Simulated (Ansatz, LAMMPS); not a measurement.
**Relaxing glassy 83P2O5-17Al2O3 (mol %) (80 atoms)**

Wanted: the relaxed structure of glassy 83P2O5-17Al2O3 (mol %) (80 atoms) and its electronic structure.

Main program and level: Ansatz 0.2.0; Kohn-Sham DFT, PBEsol, PAW (set soft_2), plane waves.

### 1. Starting point

The cell holds 80 atoms: 20 P, 4 Al and 56 O. Its edges and angles: a = 10.199 Å, b = 10.199 Å, c = 10.199 Å, α = 90.0°, β = 90.0°, γ = 90.0°. 80 atoms (20 P, 4 Al, 56 O) placed at random at 2.43 g/cm³, melted at 4000 K for 10 ps at fixed volume with the Morse and Coulomb pair potential with partial charges (Pedone, Malavasi, Menziani, Cormack and Segre, J. Phys. Chem. B 110, 11780 (2006)). Quenched from 4000 K to 300 K at 6 K/ps and fixed volume, held 10 ps at zero pressure.

Limits known from the start: The quench rate of 6 K/ps is orders of magnitude faster than experiment, which tends to freeze in extra defects. The starting topology of bonds comes from the classical model. The Brillouin zone is sampled at Γ only, in a cell whose shortest periodic width is 10 Å.

### 2. How the cell was made

A classical potential supplies the starting structure, since it reaches far longer times than DFT.

This step: classical MD, Morse and Coulomb pair potential with partial charges (Pedone, Malavasi, Menziani, Cormack and Segre, J. Phys. Chem. B 110, 11780 (2006)) (LAMMPS 22 Jul 2025 - Update 4).

The input, in.lmp:

```
# melt-quench of P20Al4O56
units metal
atom_style charge
boundary p p p
region box block 0 10.3518 0 10.3518 0 10.3518
create_box 3 box
mass 1 30.9738   # P
mass 2 26.9815   # Al
mass 3 15.9990   # O
create_atoms 1 random 20 650782 NULL overlap 1.5 maxtry 2000
create_atoms 2 random 4 650789 NULL overlap 1.5 maxtry 2000
create_atoms 3 random 56 650796 NULL overlap 1.5 maxtry 2000
pair_style hybrid/overlay pedone 5.5 coul/long 8.0
pair_coeff * * coul/long
pair_coeff 1 3 pedone 0.831326 2.585833 1.800790 1   # P-O
pair_coeff 2 3 pedone 0.361581 1.900442 2.164818 0.9   # Al-O
pair_coeff 3 3 pedone 0.042395 1.379316 3.618701 22   # O-O
set type 1 charge 3
set type 2 charge 1.8
set type 3 charge -1.2
kspace_style pppm 1.0e-4
neigh_modify delay 0 every 1 check yes
thermo_style custom step time temp pe press density
thermo_modify norm yes
timestep 0.002
thermo 100
min_style cg
minimize 1e-4 1e-4 200 2000
reset_timestep 0
velocity all create 4000 650783 mom yes dist gaussian
fix lim all nve/limit 0.05
fix lan all langevin 4000 4000 0.2 650784 zero yes
thermo 500
run 1000 post no
# [... 7 lines left out ...]
fix md all nvt temp 4000 300 0.2
run 308333 post no
unfix md
thermo 1666
fix md all npt temp 300 300 0.2 iso 0 0 2
run 5000 post no
unfix md
write_dump all custom glass.dump id type xs ys zs modify sort id
```

Launch:

```console
lmp -in in.lmp -log none -nocite
```

Numbers of over 12 decimals in the logs are rounded to 6 here.

What it wrote:

```text
LAMMPS (22 Jul 2025 - Update 4)
Created orthogonal box = (0 0 0) to (10.3518 10.3518 10.3518)
Created 20 atoms
Created 4 atoms
Created 56 atoms
PPPM initialization ...
  G vector (1/distance) = 0.38713754
  grid = 12 12 12
  estimated relative force accuracy = 6.2702023e-05
   Step          Time           Temp          PotEng         Press         Density
         0   0              0             -7.9708759      298418.59      2.430035
        90   0.18           0             -21.495452     -6844.6803      2.430035
Loop time of 0.0567483 s on 1 MPI rank(s) for 90 steps with 80 atoms
Minimization stats:
  Stopping criterion = energy tolerance
[... 17 lines left out ...]
[... 1 line left out ...]
Loop time of 1.95302 s on 1 MPI rank(s) for 5000 steps with 80 atoms
   Step          Time           Temp          PotEng         Press         Density
[... 12 lines left out ...]
Loop time of 108.204 s on 1 MPI rank(s) for 308333 steps with 80 atoms
   Step          Time           Temp          PotEng         Press         Density
[... 1 line left out ...]
    314874   629.748        316.81044     -21.702065     -6754.2681      2.5209267
    316540   633.08         277.65902     -21.709957     -2457.9192      2.5561434
    318206   636.412        296.2696      -21.704366      7511.863       2.546407
    319333   638.666        272.41095     -21.700449      11835.466      2.5409272
Loop time of 2.59422 s on 1 MPI rank(s) for 5000 steps with 80 atoms
```

Elapsed: 1.9 min, on 1 thread of Intel Xeon Platinum 8488C (Sapphire Rapids), shared host; peak memory 0.069 GiB.

### 3. Single point at the start

A single point comes first, to see the forces before anything moves.

The input, input.yaml:

```yaml
crystal:
  lattice:
    - [10.19896, 0.0, 0.0]
    - [0.0, 10.19896, 0.0]
    - [0.0, 0.0, 10.19896]
  atoms:
    - { symbol: P, position: [0.39286, 0.95288, 0.86849] }
    - { symbol: P, position: [0.14788, 0.84274, 0.00962] }
    - { symbol: P, position: [0.04773, 0.02901, 0.65489] }
    - { symbol: P, position: [0.75319, 0.70918, 0.19913] }
    - { symbol: P, position: [0.17468, 0.25832, 0.51834] }
    - { symbol: P, position: [0.59492, 0.20734, 0.24517] }
    - { symbol: P, position: [0.30228, 0.13916, 0.273] }
    - { symbol: P, position: [0.6506, 0.81504, 0.47115] }
    - { symbol: P, position: [0.46179, 0.71378, 0.68188] }
    - { symbol: P, position: [0.98488, 0.01982, 0.18324] }
    - { symbol: P, position: [0.94696, 0.76063, 0.56864] }
    - { symbol: P, position: [0.26008, 0.65902, 0.23311] }
    - { symbol: P, position: [0.3547, 0.88353, 0.40268] }
    - { symbol: P, position: [0.97754, 0.31843, 0.13328] }
    - { symbol: P, position: [0.91652, 0.57205, 0.79253] }
    - { symbol: P, position: [0.14204, 0.3991, 0.89447] }
    - { symbol: P, position: [0.77375, 0.41442, 0.56805] }
    - { symbol: P, position: [0.4085, 0.1932, 0.68992] }
    - { symbol: P, position: [0.80595, 0.10687, 0.82157] }
    - { symbol: P, position: [0.69814, 0.43667, 0.07964] }
    - { symbol: Al, position: [0.46047, 0.45593, 0.86902] }
    - { symbol: Al, position: [0.6694, 0.96011, 0.0531] }
    - { symbol: Al, position: [0.67992, 0.12456, 0.54455] }
    - { symbol: Al, position: [0.03197, 0.49756, 0.39586] }
    - { symbol: O, position: [0.29811, 0.761, 0.33157] }
    - { symbol: O, position: [0.02492, 0.66805, 0.48609] }
    - { symbol: O, position: [0.92676, 0.06792, 0.73772] }
    - { symbol: O, position: [0.07674, 0.75684, 0.92215] }
    - { symbol: O, position: [0.15945, 0.56369, 0.28345] }
    - { symbol: O, position: [0.38123, 0.60181, 0.17947] }
    - { symbol: O, position: [0.23161, 0.21168, 0.3844] }
    - { symbol: O, position: [0.34712, 0.99486, 0.30006] }
    - { symbol: O, position: [0.84959, 0.47185, 0.45523] }
    - { symbol: O, position: [0.96537, 0.16707, 0.13108] }
    - { symbol: O, position: [0.07328, 0.02497, 0.30094] }
    - { symbol: O, position: [0.58644, 0.74722, 0.60207] }
    - { symbol: O, position: [0.35436, 0.6928, 0.58286] }
    - { symbol: O, position: [0.84671, 0.48013, 0.68553] }
    - { symbol: O, position: [0.08357, 0.14487, 0.56608] }
    - { symbol: O, position: [0.04045, 0.4903, 0.83046] }
    - { symbol: O, position: [0.89711, 0.70067, 0.21269] }
    - { symbol: O, position: [0.79505, 0.01595, 0.94421] }
    - { symbol: O, position: [0.51242, 0.95998, 0.96132] }
    - { symbol: O, position: [0.44215, 0.20272, 0.26553] }
    - { symbol: O, position: [0.79338, 0.26541, 0.57412] }
    - { symbol: O, position: [0.69939, 0.07514, 0.72671] }
    - { symbol: O, position: [0.68559, 0.74723, 0.33686] }
    - { symbol: O, position: [0.45229, 0.30085, 0.7842] }
    - { symbol: O, position: [0.27742, 0.90413, 0.95567] }
    - { symbol: O, position: [0.95046, 0.69161, 0.70471] }
    - { symbol: O, position: [0.08113, 0.36368, 0.03253] }
    - { symbol: O, position: [0.8251, 0.5914, 0.90554] }
    - { symbol: O, position: [0.66693, 0.19141, 0.37168] }
    - { symbol: O, position: [0.8022, 0.24164, 0.87564] }
    - { symbol: O, position: [0.80684, 0.76635, 0.52923] }
    - { symbol: O, position: [0.39167, 0.07332, 0.78237] }
    - { symbol: O, position: [0.62297, 0.08668, 0.15678] }
    - { symbol: O, position: [0.64106, 0.32815, 0.17458] }
    - { symbol: O, position: [0.99846, 0.36772, 0.27062] }
    - { symbol: O, position: [0.06347, 0.946, 0.07806] }
    - { symbol: O, position: [0.47703, 0.60112, 0.77889] }
    - { symbol: O, position: [0.28308, 0.94269, 0.51062] }
    - { symbol: O, position: [0.23828, 0.16275, 0.14154] }
    - { symbol: O, position: [0.15131, 0.99319, 0.74648] }
    - { symbol: O, position: [0.85381, 0.96768, 0.22435] }
    - { symbol: O, position: [0.713, 0.56695, 0.15764] }
    - { symbol: O, position: [0.99617, 0.90064, 0.58419] }
    - { symbol: O, position: [0.50056, 0.85913, 0.42691] }
    - { symbol: O, position: [0.58932, 0.44034, 0.98439] }
    - { symbol: O, position: [0.5018, 0.15184, 0.58573] }
    - { symbol: O, position: [0.63217, 0.44758, 0.56421] }
    - { symbol: O, position: [0.14322, 0.27726, 0.81746] }
    - { symbol: O, position: [0.20177, 0.74885, 0.11643] }
    - { symbol: O, position: [0.11128, 0.39102, 0.51206] }
    - { symbol: O, position: [0.27382, 0.46709, 0.9094] }
    - { symbol: O, position: [0.84492, 0.38444, 0.08726] }
    - { symbol: O, position: [0.69249, 0.96249, 0.49484] }
    - { symbol: O, position: [0.42114, 0.82898, 0.77477] }
    - { symbol: O, position: [0.68754, 0.79535, 0.09792] }
    - { symbol: O, position: [0.29165, 0.24816, 0.61221] }
kpoints:
  mp_grid: { grid: [1, 1, 1] }
hamiltonian:
  xc: pbesol
scf:
  occupations: { method: fermi_dirac, width: 0.05 }
output:
  forces: true
  stress: true
  populations: true
  dos:
    method: { smearing: { sigma: 0.08 } }
    de: 0.1
    projected: { site_lists: { Al: [Al], O: [O], P: [P] } }
  eigenvalues: true
```

Launch:

```console
ansatz run input.yaml --threads 4 --pin off --max-ram 8192MiB --backend cpu --events-out ev --progress --plain --runs-dir out
```

What it wrote:

```text
Engine: ansatz 0.2.0, x86_64-unknown-linux-gnu
Pseudopotentials: kind: paw
Pseudopotential: P, paw, valence charge 5, recommended cutoff 420 eV (normal), P.paw.azcp
Pseudopotential: Al, paw, valence charge 3, recommended cutoff 420 eV (normal), Al.paw.azcp
Pseudopotential: O, paw, valence charge 6, recommended cutoff 420 eV (normal), O.paw.azcp
[... 3 lines on functional and potentials left out ...]
Crystal: 80 atoms, lattice volume = 1060.883 Å³
Basis set: ecut = 420 eV, 20719 PW (Γ), exchange–correlation on 144×144×144 points (8 copies of the dense FFT grid, shifted against one another)
Bands: 304, of which v1, the nominal top of the filled ones, is band 224 counted from 1 (223 counted from 0)
Symmetry: 1 space group operations
Space group: P1 (ITA 1), of the structure as read, at distance tolerance 1.0e-4 Å
k-points: 1
[... 10 lines on functional and potentials left out ...]
Initial density: superposition of atomic densities (neutral atoms: chi_scale 0, normalization atom), corrected by the library's trained network
Initial wavefunctions: pseudopotential atomic-orbital guess
Functional: x = pbesol(κ = 0.804, μ = 0.123457), c = pbesol(β = 0.046)
SCF iter   1: F=—  HF=-48327.274017 eV  |F-HF|=—  |Δ(HF+E_count)|=         —  Δρ=1.12e-2  dr2=1.08e0  ethr=1.77e-3  ⟨swp⟩=7.0  Hψ=1612  notcnv=0  defer=66
preconditioner: auto → Resta (q_TF=auto, 2.363 Å⁻¹)  ε∞=3.1  [insulator: Δε(μ)=2.384 eV  Ē_g=16.510 eV  σ=0.050 eV  W_gap=1.00  n_scr=250 (ndim 8)  ℏωp=24.1 eV  f_vac=0.189  D(μ)=0.00/eV (n_scr^D=0)  ε∞_Penn≈3.1]
SCF iter   2: F=—  HF=-48326.984964 eV  |F-HF|=—  |Δ(HF+E_count)|=   2.89e-1  Δρ=2.64e-3  dr2=8.40e-2  ethr=2.41e-4  ⟨swp⟩=3.0  Hψ=511  notcnv=0  defer=74
SCF iter   3: F=—  HF=-48326.969615 eV  |F-HF|=—  |Δ(HF+E_count)|=   1.53e-2  Δρ=1.34e-3  dr2=3.01e-2  ethr=1.88e-5  ⟨swp⟩=2.0  Hψ=391  notcnv=0  defer=74
SCF iter   4: F=—  HF=-48326.963347 eV  |F-HF|=—  |Δ(HF+E_count)|=   6.27e-3  Δρ=8.20e-4  dr2=6.09e-3  ethr=6.73e-6  ⟨swp⟩=2.0  Hψ=454  notcnv=0  defer=74
SCF iter   5: F=—  HF=-48326.962178 eV  |F-HF|=—  |Δ(HF+E_count)|=   1.17e-3  Δρ=2.47e-4  dr2=6.33e-4  ethr=1.36e-6  ⟨swp⟩=3.0  Hψ=545  notcnv=0  defer=74
SCF iter   6: F=—  HF=-48326.962333 eV  |F-HF|=—  |Δ(HF+E_count)|=   1.55e-4  Δρ=1.13e-4  dr2=1.22e-4  ethr=1.41e-7  ⟨swp⟩=3.0  Hψ=416  notcnv=0  defer=74
SCF iter   7: F=—  HF=-48326.962349 eV  |F-HF|=—  |Δ(HF+E_count)|=   1.61e-5  Δρ=3.96e-5  dr2=1.54e-5  ethr=2.72e-8  ⟨swp⟩=3.0  Hψ=439  notcnv=0  defer=74
SCF iter   8: F=—  HF=-48326.963804 eV  |F-HF|=—  |Δ(HF+E_count)|=   1.46e-3  Δρ=1.28e-5  dr2=2.10e-6  ethr=3.43e-9  ⟨swp⟩=3.0  Hψ=469  notcnv=0  defer=74
SCF iter   9: F=—  HF=-48326.963807 eV  |F-HF|=—  |Δ(HF+E_count)|=   2.35e-6  Δρ=8.25e-6  dr2=7.15e-7  ethr=4.70e-10  ⟨swp⟩=3.0  Hψ=485  notcnv=0  defer=74
SCF iter  10: F=-48326.963807 eV  HF=-48326.963807 eV  |F-HF|=1.02e-7  |Δ(HF+E_count)|=   2.32e-7  Δρ=2.23e-6  dr2=7.15e-8  ethr=2.23e-11  ⟨swp⟩=19.0  Hψ=2396  notcnv=0
SCF 1 converged in 10 iterations: F = -48326.963807 eV  dr2 = 7.15e-8
  greatest PAW one-centre occupation: 0.876 electrons in one spin orbital (limit 2), on the O atom at site 27 (counted from 0), in its partial waves of l = 0
SCF converged after 10 iterations
Free energy (F): -48326.963807 eV
Harris-Foulkes:  -48326.963807 eV  (|F-HF|=1.02e-7)
Internal energy: -48326.963807 eV  (E = F + TS)
E sigma→0 (E₀):  -48326.963807 eV
Fermi energy:    4.820912 eV
--- Per-component energies (eV) ---
  E_band       = -2513.347487
  E_kinetic    = 11608.873735
  E_local      = -32787.685574  (includes V_loc(G=0)·N_el)
  E_nonlocal   = 3361.869147
  E_hartree    = 12062.825406
  E_xc         = -5483.199614
  E_vxc        = -6598.250350  (∫ρ·V_xc dr)
  E_paw        = -21478.927003  (= ΣΔE_a)
  E_vpaw       = -2223.952016  (= ΣTr[D̂ρ^β])
  E_aug_tail   = 0.142554  (compensation charges beyond the density's cutoff)
  E_ewald      = -15613.837059
  E_core_change = 2.974600  (= ΣΔE_core)
  E_smearing   = -0.000000  (= −TS)
  E_closure    = -0.000000  (closes the sum)
  Σ components = -48326.963807   (vs F -48326.963807, Δ=0.00e0)
--- Forces (eV/Å), atoms counted from 1 ---
  atom   1  P      3.62958566    -4.25860587     1.53689961
  atom   2  P     -1.58065129    -3.30529221     0.43131960
  atom   3  P      0.60802216    -2.12148399     4.53285251
  atom   4  P      3.20189787     1.70701364     0.35418834
  atom   5  P     -0.60667679    -1.02808851    -0.04432634
  atom   6  P      0.78344759    -5.78487259     0.85083892
  atom   7  P     -1.33753963    -1.30632970    -5.64282986
  atom   8  P      1.10288196     3.11907219     1.73624946
  atom   9  P     -4.53613335    -2.28395884    -2.97473435
  atom  10  P     -0.74196363    -0.46586056     6.14542808
  atom  11  P     -0.09831602    -2.86184284    -1.47527480
  atom  12  P      1.08667263    -2.21360403    -3.66066053
  atom  13  P     -0.73298363    -0.87796186     2.64188356
  atom  14  P      0.09581013    -0.50915768     0.86361130
[...]
atom  79  O     -0.80338120     0.15316353    -0.15418466
  atom  80  O     -1.10707691     0.78050876     0.02775362
  max |Σ_I F_I| component: 1.07e-4 eV/Å
--- Stress (GPa, compression-positive) ---
       -0.755745      -0.177614       1.186192
       -0.177614      -0.777624      -0.189779
        1.186193      -0.189773       1.129929
  P = ⅓ Tr σ = -0.1345 GPa (-1.345 kbar)
--- Band table (eV) ---
  k-point 0: bands = ["-21.4060", "-20.8233", "-20.7186", "-20.2487", [... 288 levels ...], "12.8703", "12.9049", "12.9275", "12.9725", "13.0623", "13.0843", "13.1450", "13.1894", "13.2399", "13.3175", "13.3323", "13.3867"]
--- Löwdin populations: 80 sites ---
  site symbol       q [e]
     0      P      2.7292
     1      P      2.7482
     2      P      2.7429
[...]
79      O      6.6795
  spilling = 0.017898 (of n_electrons = 448.000000)
```

Elapsed: 12 s, on 4 threads of Intel Xeon Platinum 8488C (Sapphire Rapids), shared host; peak memory 1.3 GiB; 41 s of CPU time.

Numbers from this run:

```yaml
free_energy: -48326.9638 eV
free_energy_per_atom: -604.0870 eV/atom
scf_cycles: 10
pressure: -0.1345 GPa
r_m_s_force_component: 1.619 eV/Å
longest_force: 6.208 eV/Å
fermi_energy: 4.821 eV
spacing_of_highest_filled_and_lowest_empty_level: 1.991 eV
spilling_of_the_projection: 0.0179
```

The r.m.s. force component of 1.6 eV/Å and the pressure of -0.13 GPa set the starting point.

Neighbours are counted within 2.08 Å (O-P), 2.33 Å (O-Al).

Length of the force by element and coordination:

```tsv
element	coordination	atoms	mean length of the force (eV/Å)	spread	least	most
Al	all	4	2.29	0.474	1.59	2.92
Al	4	2	1.99	0.397	1.59	2.38
Al	5	2	2.60	0.326	2.27	2.92
O	all	56	1.89	0.909	0.315	4.11
O	1	13	1.25	0.630	0.522	2.54
O	2	43	2.08	0.891	0.315	4.11
P	all	20	3.99	1.46	1.01	6.21
P	4	19	4.00	1.49	1.01	6.21
P	5	1	3.74	0	3.74	3.74
```

(Continued in part 2 of 3.)

[Logs are printed without paths, hosts, clocks, repeated set-up lines and the standing remarks that a program may print on its own settings, such as how far it seeks lower states.]

[Hosts, paths, dates, database ids (printed as entryN), source tags and the programs' standing remarks are cut or masked in the printed files.]
